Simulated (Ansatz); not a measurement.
**Charge trapping in a frame of liquid aqueous KCl from 333 K (171 atoms)**

Aim: add and remove one electron in a frame of liquid aqueous KCl from 333 K (171 atoms), with atoms held and relaxed, and read trapping energy and localisation.

Program: Ansatz 0.2.0. Level of theory: Kohn-Sham DFT, PBEsol, PAW (set soft_2), plane waves. Results are calculated unless marked as measured.

## 1. Set-up

The cell holds 171 atoms: 53 O, 106 H, 6 K and 6 Cl. Cell: a = 12.480 Å, b = 12.480 Å, c = 12.480 Å, α = 90.0°, β = 90.0°, γ = 90.0°. 53 H2O, 6 K+, 6 Cl- placed at random, at 1.2 g/cm³; overlaps pushed apart, then 10 ps at 433 K with Joung-Cheatham ions (J. Phys. Chem. B 112, 9020 (2008)); SPC/E water (Berendsen, Grigera and Straatsma, J. Phys. Chem. 91, 6269 (1987)). Snapshot after 20 ps at 333 K and fixed volume. The density is a measured one.

Limits known from the start: The network of contacts between molecules at the start is that of the classical potential that made the cell, and needn't be the one that DFT or experiment would give. The Brillouin zone is sampled at Γ only, in a cell whose shortest periodic width is 12 Å. The liquid is relaxed first, so the results are those of a frozen frame at zero temperature.

## 2. Single point at the start

The forces at the start show how far the geometry lies from a minimum of this functional.

input.yaml

```yaml
crystal:
  lattice:
    - [12.48006, 0.0, 0.0]
    - [0.0, 12.48006, 0.0]
    - [0.0, 0.0, 12.48006]
  atoms:
    - { symbol: O, position: [0.94714, 0.23045, 0.78445] }
    - { symbol: H, position: [0.97473, 0.18509, 0.84446] }
    - { symbol: H, position: [0.87291, 0.20714, 0.7653] }
    - { symbol: O, position: [0.33558, 0.47612, 0.59722] }
    - { symbol: H, position: [0.26323, 0.50457, 0.57784] }
    - { symbol: H, position: [0.35024, 0.4095, 0.55518] }
    - { symbol: O, position: [0.6702, 0.83154, 0.71399] }
    - { symbol: H, position: [0.59469, 0.85379, 0.69903] }
    - { symbol: H, position: [0.70679, 0.88843, 0.75695] }
    - { symbol: O, position: [0.62016, 0.91961, 0.12606] }
    - { symbol: H, position: [0.63868, 0.89108, 0.19861] }
    - { symbol: H, position: [0.54451, 0.94601, 0.12625] }
    - { symbol: O, position: [0.70582, 0.26897, 0.08081] }
    - { symbol: H, position: [0.78042, 0.24021, 0.07551] }
    - { symbol: H, position: [0.6537, 0.21226, 0.05873] }
    - { symbol: O, position: [0.19562, 0.03157, 0.12451] }
    - { symbol: H, position: [0.13241, 0.03296, 0.07529] }
    - { symbol: H, position: [0.17876, 0.0733, 0.19081] }
    - { symbol: O, position: [0.16472, 0.57877, 0.5389] }
    - { symbol: H, position: [0.17958, 0.65706, 0.54724] }
    - { symbol: H, position: [0.15983, 0.56065, 0.461] }
    - { symbol: O, position: [0.99372, 0.16028, 0.3512] }
    - { symbol: H, position: [0.99132, 0.10031, 0.40428] }
    - { symbol: H, position: [0.07001, 0.17971, 0.33628] }
    - { symbol: O, position: [0.28303, 0.49456, 0.82009] }
    - { symbol: H, position: [0.28919, 0.46916, 0.74434] }
    - { symbol: H, position: [0.30722, 0.5708, 0.82475] }
    - { symbol: O, position: [0.24412, 0.02192, 0.85494] }
    - { symbol: H, position: [0.194, 0.04955, 0.91102] }
    - { symbol: H, position: [0.21815, 0.95085, 0.82858] }
    - { symbol: O, position: [0.68173, 0.65252, 0.3171] }
    - { symbol: H, position: [0.75204, 0.69038, 0.31053] }
    [... 133 atom lines left out ...]
    - { symbol: Cl, position: [0.04953, 0.12863, 0.9638] }
    - { symbol: Cl, position: [0.216, 0.23678, 0.30543] }
    - { symbol: Cl, position: [0.35884, 0.75, 0.87782] }
    - { symbol: Cl, position: [0.73099, 0.12483, 0.74595] }
    - { symbol: Cl, position: [0.42933, 0.85058, 0.46422] }
    - { symbol: Cl, position: [0.91782, 0.75798, 0.29075] }
kpoints:
  mp_grid: { grid: [1, 1, 1] }
hamiltonian:
  xc: pbesol
scf:
  occupations: { method: fermi_dirac, width: 0.05 }
output:
  forces: true
```

Command:

```sh
$ ansatz run input.yaml --threads 4 --pin off --max-ram 8192MiB --backend cpu --events-out ev --progress --plain --runs-dir out
```

Numbers of over 12 decimals in the logs are rounded to 6 here.

Log:

```text
Engine: ansatz 0.2.0, x86_64-unknown-linux-gnu
Pseudopotentials: kind: paw
Pseudopotential: O, paw, valence charge 6, recommended cutoff 420 eV (normal), O.paw.azcp
Pseudopotential: H, paw, valence charge 1, recommended cutoff 420 eV (normal), H.paw.azcp
Pseudopotential: K, paw, valence charge 9, recommended cutoff 420 eV (normal), K.paw.azcp
Pseudopotential: Cl, paw, valence charge 7, recommended cutoff 420 eV (normal), Cl.paw.azcp
Functional definition: PBEsol
  exchange = pbesol_x
  correlation = pbesol_c
Crystal: 171 atoms, lattice volume = 1943.793 Å³
Basis set: ecut = 420 eV, 37993 PW (Γ), exchange–correlation on 180×180×180 points (8 copies of the dense FFT grid, shifted against one another)
Bands: 431, of which v1, the nominal top of the filled ones, is band 260 counted from 1 (259 counted from 0)
Symmetry: 1 space group operations
Space group: P1 (ITA 1), of the structure as read, at distance tolerance 1.2e-4 Å
k-points: 1
Non-local potential: O, projectors of the file, l = 0: 2, l = 1: 2, l = 2: 1
Non-local potential: H, projectors of the file, l = 0: 2, l = 1: 1
Non-local potential: K, projectors of the file, l = 0: 3, l = 1: 2, l = 2: 2
Non-local potential: Cl, projectors of the file, l = 0: 2, l = 1: 2, l = 2: 2
PAW form: soft (Blöchl's): semilocal exchange-correlation on the pseudo side does not see the compensation charge
PAW frozen core: O, regenerated for the run's functional, and the local potential with it (the file was generated under x = pbe(κ = 0.804, μ = 0.219515), c = pbe(β = 0.066725))
PAW frozen core: K, regenerated for the run's functional, and the local potential with it (the file was generated under x = pbe(κ = 0.804, μ = 0.219515), c = pbe(β = 0.066725))
PAW frozen core: Cl, regenerated for the run's functional, and the local potential with it (the file was generated under x = pbe(κ = 0.804, μ = 0.219515), c = pbe(β = 0.066725))
PAW one-centre angular grid: O, 110 points (default); XC on 64 Gauss nodes
PAW one-centre angular grid: H, 110 points (default); XC on 64 Gauss nodes
PAW one-centre angular grid: K, 110 points (default); XC on 64 Gauss nodes
PAW one-centre angular grid: Cl, 110 points (default); XC on 64 Gauss nodes
Initial density: superposition of atomic densities (neutral atoms: chi_scale 0, normalization atom), corrected by the library's trained network
Initial wavefunctions: pseudopotential atomic-orbital guess
Functional: x = pbesol(κ = 0.804, μ = 0.123457), c = pbesol(β = 0.046)
SCF iter   1: F=—  HF=-46889.497723 eV  |F-HF|=—  |Δ(HF+E_count)|=         —  Δρ=5.68e-3  dr2=5.03e-1  ethr=1.77e-3  ⟨swp⟩=6.0  Hψ=2006  notcnv=0  defer=105
preconditioner: auto → Resta (q_TF=auto, 2.190 Å⁻¹)  ε∞=2.3  [insulator: Δε(μ)=3.894 eV  Ē_g=16.749 eV  σ=0.050 eV  W_gap=1.00  n_scr=340 (ndim 8)  ℏωp=19.0 eV  f_vac=0.233  D(μ)=0.00/eV (n_scr^D=0)  ε∞_Penn≈2.3]
SCF iter   2: F=—  HF=-46889.337825 eV  |F-HF|=—  |Δ(HF+E_count)|=   1.60e-1  Δρ=2.15e-3  dr2=6.97e-2  ethr=9.67e-5  ⟨swp⟩=2.0  Hψ=675  notcnv=0  defer=165
SCF iter   3: F=—  HF=-46889.321464 eV  |F-HF|=—  |Δ(HF+E_count)|=   1.64e-2  Δρ=9.32e-4  dr2=1.83e-2  ethr=1.34e-5  ⟨swp⟩=2.0  Hψ=507  notcnv=0  defer=35
automatic band count: iteration 3 solves 301 bands in place of 431: the levels show a gap, and the empty bands left out lie too high to hold charge; the band table lists the bands solved (type scf.n_extra_bands for more)
SCF iter   4: F=—  HF=-46889.320555 eV  |F-HF|=—  |Δ(HF+E_count)|=   9.09e-4  Δρ=2.24e-4  dr2=1.17e-3  ethr=3.51e-6  ⟨swp⟩=2.0  Hψ=447  notcnv=0  defer=35
SCF iter   5: F=—  HF=-46889.320862 eV  |F-HF|=—  |Δ(HF+E_count)|=   3.07e-4  Δρ=1.21e-4  dr2=2.42e-4  ethr=2.24e-7  ⟨swp⟩=2.0  Hψ=520  notcnv=0  defer=35
SCF iter   6: F=—  HF=-46889.320947 eV  |F-HF|=—  |Δ(HF+E_count)|=   8.47e-5  Δρ=5.53e-5  dr2=5.08e-5  ethr=4.66e-8  ⟨swp⟩=2.0  Hψ=520  notcnv=0  defer=35
SCF iter   7: F=—  HF=-46889.324446 eV  |F-HF|=—  |Δ(HF+E_count)|=   3.50e-3  Δρ=1.14e-5  dr2=2.10e-6  ethr=9.76e-9  ⟨swp⟩=2.0  Hψ=555  notcnv=0  defer=35
SCF iter   8: F=—  HF=-46889.324450 eV  |F-HF|=—  |Δ(HF+E_count)|=   3.67e-6  Δρ=5.46e-6  dr2=4.85e-7  ethr=4.04e-10  ⟨swp⟩=2.0  Hψ=512  notcnv=0  defer=35
SCF iter   9: F=-46889.324450 eV  HF=-46889.324450 eV  |F-HF|=4.98e-9  |Δ(HF+E_count)|=   1.92e-7  Δρ=2.22e-6  dr2=8.25e-8  ethr=1.92e-11  ⟨swp⟩=3.0  Hψ=1259  notcnv=0
SCF 1 converged in 9 iterations: F = -46889.324450 eV  dr2 = 8.25e-8
  greatest PAW one-centre occupation: 0.987 electrons in one spin orbital (limit 2), on the K atom at site 159 (counted from 0), in its partial waves of l = 0
SCF converged after 9 iterations
Free energy (F): -46889.324450 eV
Harris-Foulkes:  -46889.324450 eV  (|F-HF|=4.98e-9)
Internal energy: -46889.324450 eV  (E = F + TS)
E sigma→0 (E₀):  -46889.324450 eV
Fermi energy:    0.593665 eV
--- Per-component energies (eV) ---
  E_band       = -4820.055850
  E_kinetic    = 13141.505473
  E_local      = -38605.569447  (includes V_loc(G=0)·N_el)
  E_nonlocal   = 2995.717389
  E_hartree    = 13794.882443
  E_xc         = -6167.601045
  E_vxc        = -7791.055464  (∫ρ·V_xc dr)
  E_paw        = -16576.315790  (= ΣΔE_a)
  E_vpaw       = -2150.443948  (= ΣTr[D̂ρ^β])
  E_aug_tail   = 0.012291  (compensation charges beyond the density's cutoff)
  E_ewald      = -15474.943927
  E_core_change = 2.988163  (= ΣΔE_core)
  E_smearing   = -0.000000  (= −TS)
  E_closure    = 0.000000  (closes the sum)
  Σ components = -46889.324450   (vs F -46889.324450, Δ=0.00e0)
--- Forces (eV/Å), atoms counted from 1 ---
  atom   1  O     -0.08194490     0.51688133    -0.58388897
  atom   2  H     -0.43894331    -0.07420100    -0.39916402
  atom   3  H      0.26202552    -0.19402607     0.40655552
  atom   4  O      0.20930064    -0.44023572     0.66891732
  atom   5  H      0.39833626     0.12346343    -0.21850955
  atom   6  H     -0.05920939     0.47989659    -0.07327150
  atom   7  O      0.74829747     0.39431555    -0.34689935
  atom   8  H     -0.06489317     0.38206573     0.51325836
  atom   9  H     -0.80032186    -0.64304601    -0.47256395
  atom  10  O     -0.04119234     0.09343862    -0.10116387
  atom  11  H     -0.58014333     0.39522603    -0.22432147
  atom  12  H      0.38442626    -0.33984582     0.14745631
  atom  13  O      0.34688488    -0.73629548    -0.80338983
  atom  14  H     -1.31931227    -0.18181878    -0.04087934
[...]
atom 170  Cl    -0.25655501    -0.24681201    -0.30952087
  atom 171  Cl     0.21253925     0.18325573     0.20474030
  max |Σ_I F_I| component: 6.95e-5 eV/Å
```

The job ended after 11 s (4 threads of Intel Xeon Platinum 8375C at 2.90GHz (Ice Lake), shared host; peak memory 2.6 GiB; 43 s of CPU time).

Reading the cycles: dr2 is the Hartree energy of the density residual (eV), the measure of convergence; HF is the Harris–Foulkes estimate of the energy, which meets the free energy F at convergence.

The r.m.s. force at the start is 0.47 eV/Å.

(Part 1 of 4 ends here.)

[Logs are printed without paths, hosts, clocks, repeated set-up lines and the standing remarks that a program may print on its own settings, such as how far it seeks lower states.]

[Hosts, paths, dates, database ids (printed as entryN), source tags and the programs' standing remarks are cut or masked in the printed files.]
